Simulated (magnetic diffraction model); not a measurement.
# PrAsP: what an assumed order does to the neutron pattern

Space group P2_1/c (no. 14), a = 4.1640 Å, b = 6.8440 Å, c = 10.5640 Å, β = 106.10°.

| site | atom | x | y | z |
| --- | --- | --- | --- | --- |
| 4e | Pr | 0.9090 | 0.6856 | 0.1418 |
| 4e | As | 0.2778 | 0.6199 | 0.4527 |
| 4e | P | 0.4517 | 0.3557 | 0.1647 |

The compound is invented for this exercise: a known structure type with other elements, its cell scaled to their sizes and not relaxed.

Only Pr is taken to order (form factors of Pr3+); orders and moment sizes are assumed, and not adapted to the symmetry. Radiation: neutrons of λ = 2.36 Å, 3° to 45°; isotropic B of 0.47 Å² (Pr), 0.6 Å² (As) and 0.8 Å² (P). The intensities are simulated: I ∝ L Σ (|F_N|² + |F_M⊥|²) for unpolarised neutrons, with F_M = 2.695 fm/μB × Σ f(s) S exp(2πi Q·r) exp(−B s²) at Q = H ± k (one set where k and −k are equivalent), only the part normal to Q counting and L = 1/(sin²θ cos θ). For collinear order S is the moment m, which repeats by lattice and centring translations R with the sign exp(−2πi k·R). Form factors are spin-only for 3d ions and dipole or tabulated for f ions, scattering lengths are Sears's of 1992, and absorption is left out. A label names one of the reflections at its angle. The strongest nuclear line in the range is 100, and lines under 0.2 are left out.

Assume the order k = (1/2 0 0), collinear moments along [111], 2.8 μB on Pr; signs + at (0.9090, 0.6856, 0.1418), − at (0.0910, 0.1856, 0.3582), + at (0.0910, 0.3144, 0.8582), − at (0.9090, 0.8144, 0.6418).

Q: Where does magnetic intensity appear, and how strong is it?

| 2θ (°) | index | nuclear | magnetic |
| --- | --- | --- | --- |
| 18.47 | (1/2 0 -1) | 0.0 | 978.3 |
| 24.00 | (0 1 1) | 92.5 | 0.0 |
| 24.43 | (1/2 0 1) | 0.0 | 124.2 |
| 26.23 | (1/2 1 0) | 0.0 | 11.8 |
| 26.89 | (0 0 2) | 45.6 | 0.0 |
| 27.25 | (1/2 1 -1) | 0.0 | 112.8 |
| 31.68 | (1/2 1 1) | 0.0 | 287.2 |
| 33.65 | (0 1 2) | 53.3 | 0.0 |
| 34.21 | (1/2 1 -2) | 0.0 | 56.1 |
| 34.31 | (1 0 0) | 32.2 | 0.0 |
| 37.44 | (1 0 -2) | 100.0 | 0.0 |
| 38.96 | (1 1 -1) | 29.6 | 0.0 |
| 39.62 | (1/2 0 -3) | 0.0 | 4.4 |
| 39.95 | (1 1 0) | 9.3 | 0.0 |
| 40.34 | (0 2 0) | 80.3 | 0.0 |
| 41.33 | (1/2 1 2) | 0.0 | 34.6 |
| 42.68 | (0 2 1) | 0.6 | 0.0 |
| 42.73 | (1 1 -2) | 59.7 | 0.0 |
| 44.05 | (1/2 2 0) | 0.0 | 147.5 |
| 44.70 | (1/2 1 -3) | 0.0 | 181.0 |
| 44.71 | (1/2 2 -1) | 0.0 | 121.7 |

The strongest magnetic line in the range is (1/2 0 -1) at 18.47° (978.3). On top of the Lorentz factor, which all lines share, magnetic lines fade with angle because f falls: for Pr3+ it is 0.97, 0.88, 0.76 and 0.50 at sin θ/λ = 0.1, 0.2, 0.3 and 0.5 Å⁻¹, while nuclear lengths stay constant. The order has no net moment.
